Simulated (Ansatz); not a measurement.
# The perfect W wire along [111], 13 atoms a period, part 2 of 2

What gap, if any, does the W wire along [111], 13 atoms a period have, and how many channels would it open?

Ansatz 0.2.0; DFT PBE, plane waves, PAW; relaxation of a wire's period; PAW set soft_1 (the session's first sound run).

So far: The structure; Relaxation of atoms and period.

## (2) Relaxation of atoms and period (continued)

Relaxation path:

```
step  energy less that of the first step (eV)  largest force component (eV/Å)  pressure (GPa)  volume (Å³)
   1                                   0.0000                          3.1609           -6.86       630.41
   2                                  -3.4320                          0.5958           -0.06       612.66
   3                                  -3.5010                          0.3223            0.60       609.94
   4                                  -3.5263                          0.0839           -0.28       611.75
   5                                  -3.5270                          0.0536           -0.23       612.50
   6                                  -3.5282                          0.0172           -0.02       611.63
  7*                                  -3.5252                          0.0171           -0.02       611.63
```

Relaxation steps marked * repeat the geometry before them on a plane-wave basis chosen anew for their cell, so energy and pressure can jump there.

The run keeps the 4 symmetry operations that it works with, so distortions that break them were not tested.

```
cell as run  before  after  change
      c (Å)   2.745  2.664  -3.0 %
```

The atoms that moved most (Å, along periodic axes as changes of fractional coordinates times the final cell, across vacuum about the mean position):

```
atom      dx      dy      dz  length
  W2   0.094  -0.161   0.003   0.187
  W4  -0.094  -0.161   0.003   0.187
 W11   0.094   0.161  -0.003   0.187
 W12  -0.094   0.161  -0.003   0.187
 W13  -0.185   0.000   0.000   0.185
  W1   0.185   0.000   0.000   0.185
  W5  -0.085  -0.048  -0.047   0.108
  W7   0.085  -0.048  -0.047   0.108
```

Numbers from this step:

* energy at zero smearing: -134996.7456 eV
* cell length along the wire: 2.664 Å

The cell's length comes to 2.664 Å with spin left out.

## (3) The wire at its relaxed period

This step: DFT PBE, plane waves, PAW; bands of a perfect wire; PAW set soft_1 (Ansatz 0.2.0).

At the relaxed period the bands are computed along the axis; those that cross an energy going forward count the channels that a perfect wire would open there.

input.yaml reads:

```yaml
crystal:
  lattice:
    - [15.766, 0.0, 0.0]
    - [0.0, 14.565, 0.0]
    - [0.0, 0.0, 2.6635230316]
  atoms:
    - { symbol: W, position: [0.227375621, 0.5, 0.0] }
    - { symbol: W, position: [0.363770348, 0.75549037, 0.000972902] }
    - { symbol: W, position: [0.5, 0.5, 0.0] }
    - { symbol: W, position: [0.636229652, 0.75549037, 0.000972902] }
    - { symbol: W, position: [0.352443044, 0.407826229, 0.315863034] }
    - { symbol: W, position: [0.5, 0.684261923, 0.317182401] }
    - { symbol: W, position: [0.647556956, 0.407826229, 0.315863034] }
    - { symbol: W, position: [0.352443044, 0.592173771, 0.684136966] }
    - { symbol: W, position: [0.5, 0.315738077, 0.682817599] }
    - { symbol: W, position: [0.647556956, 0.592173771, 0.684136966] }
    - { symbol: W, position: [0.363770348, 0.24450963, 0.999027098] }
    - { symbol: W, position: [0.636229652, 0.24450963, 0.999027098] }
    - { symbol: W, position: [0.772624379, 0.5, 0.0] }
kpoints:
  mp_grid: { grid: [1, 1, 31] }
  band_path: { path: ["Γ", Z], npoints: 90 }
scf:
  occupations: { method: fermi_dirac, width: 0.05 }
hamiltonian:
  xc: pbe
  pseudopotentials: { kind: paw, azcp: { folder: soft_1 } }
output:
  dos: { e_range: [-5, 4] }
  write_potential: true
  write_density: true
  volumetric_format: npy
```

Run with:

```
> ansatz run input.yaml --threads 4 --pin off --max-ram 16384MiB --backend cpu --events-out ev --progress --plain --runs-dir out
```

Numbers of over 12 decimals in the logs are rounded to 6 here.

The program printed:

```text
[...]
Crystal: 13 atoms, lattice volume = 611.630 Å³
Basis set: ecut = 420 eV, 12013 PW (Γ)
Bands: 110, of which v1, the nominal top of the filled ones, is band 91 counted from 1 (90 counted from 0)
Symmetry: 4 space group operations
[...]
k-points: 16 of 31
[...]
SCF iter   1: F=—  HF=-135008.020141 eV  |F-HF|=—  |Δ(HF+E_count)|=         —  Δρ=4.75e-2  dr2=9.08e1  ethr=3.10e-3  ⟨swp⟩=9.6  Hψ=8292  notcnv=0  defer=7
[...]
SCF iter  11: F=-134996.791875 eV  HF=-134996.791875 eV  |F-HF|=8.53e-9  |Δ(HF+E_count)|=   2.09e-7  Δρ=1.70e-6  dr2=4.01e-8  ethr=5.49e-11  ⟨swp⟩=15.2  Hψ=6589  notcnv=0
SCF 1 converged in 11 iterations: F = -134996.791875 eV  dr2 = 4.01e-8
[...]
NSCF: frozen V_eff on 91 k-points
WARN: The output density's exchange-correlation potential varies sharply where the density is thin. Do not read a vacuum level from v_tot or v_xc, or from such a field of the output density. On a cell that repeats whose density bears no net charge and no dipole along the vacuum's axis use v_es (v_loc + v_h of the components); under efield.dipole_correction with no amplitude use v_es + v_field, which holds any externa [...]
SCF converged after 11 iterations
Free energy (F): -134996.791875 eV
[...]
Internal energy: -134996.684758 eV  (E = F + TS)
E sigma→0 (E₀):  -134996.738317 eV
Entropy (-TS):   -0.107117 eV (-8.240 meV/atom)
Fermi energy:    4.997918 eV
[...]
--- Band table (eV; the first three rows and the last of 16) ---
  k-point 0: bands = [... 87 lower, 4.0558, 4.3447, 5.1271, 5.4023, 5.4569, 5.5077, 5.5301, 5.5763, ... 15 higher]
  k-point 1: bands = [... 87 lower, 4.0337, 4.3497, 5.1214, 5.3717, 5.4187, 5.4961, 5.5320, 5.5618, ... 15 higher]
  k-point 2: bands = [... 87 lower, 3.9711, 4.3656, 5.1045, 5.2848, 5.3138, 5.4468, 5.5042, 5.5339, ... 15 higher]
  k-point 15: bands = [... 87 lower, 5.3911, 5.3930, 5.6108, 5.7421, 5.8924, 6.1683, 6.1880, 6.1891, ... 15 higher]
```

The job ended after 50 s (4 threads of Intel Xeon Platinum 8559C (Emerald Rapids), shared host; peak memory 3.3 GiB; 3.2 min of CPU time).

This step gave:

* energy at zero smearing: -134996.7383 eV
* band gap: 0 eV

Electronic bands along the path, in eV, zero at the Fermi level; # counts the bands kept:

```
  point    #34    #35    #36    #37    #38    #39    #40    #41
      Γ  -1.32  -0.95  -0.94  -0.65   0.13   0.40   0.46   0.51
halfway  -0.98  -0.98  -0.85  -0.74  -0.72  -0.71  -0.67  -0.65
      Z  -0.23  -0.23   0.40   0.40   0.67   0.75   0.85   1.17
```

Between Γ and Z the bands cross the Fermi level 18 times, so a perfect wire would conduct at least 18 G₀, with spin left out.

## (4) What came out

| Item | Value |
| --- | --- |
| cell length, PBE | 2.664 Å |
| ballistic conductance by band crossings, a lower bound, PBE | 18 G₀ |

What this shows: Under PBE the cell's length is 2.66 Å, and the bands cross the Fermi level 18 times between Γ and Z, which gives a perfect wire at least 18 G₀ (opposite crossings within one step of the path cancel in such a count). No spin was allowed, though thin wires with open d shells can turn magnetic. Spin-orbit coupling is left out, which matters for the bands of heavy atoms.

[Logs are printed without paths, hosts, clocks, repeated set-up lines and the standing remarks that a program may print on its own settings, such as how far it seeks lower states.]

[Hosts, paths, dates, database ids (printed as entryN), source tags and the programs' standing remarks are cut or masked in the printed files.]
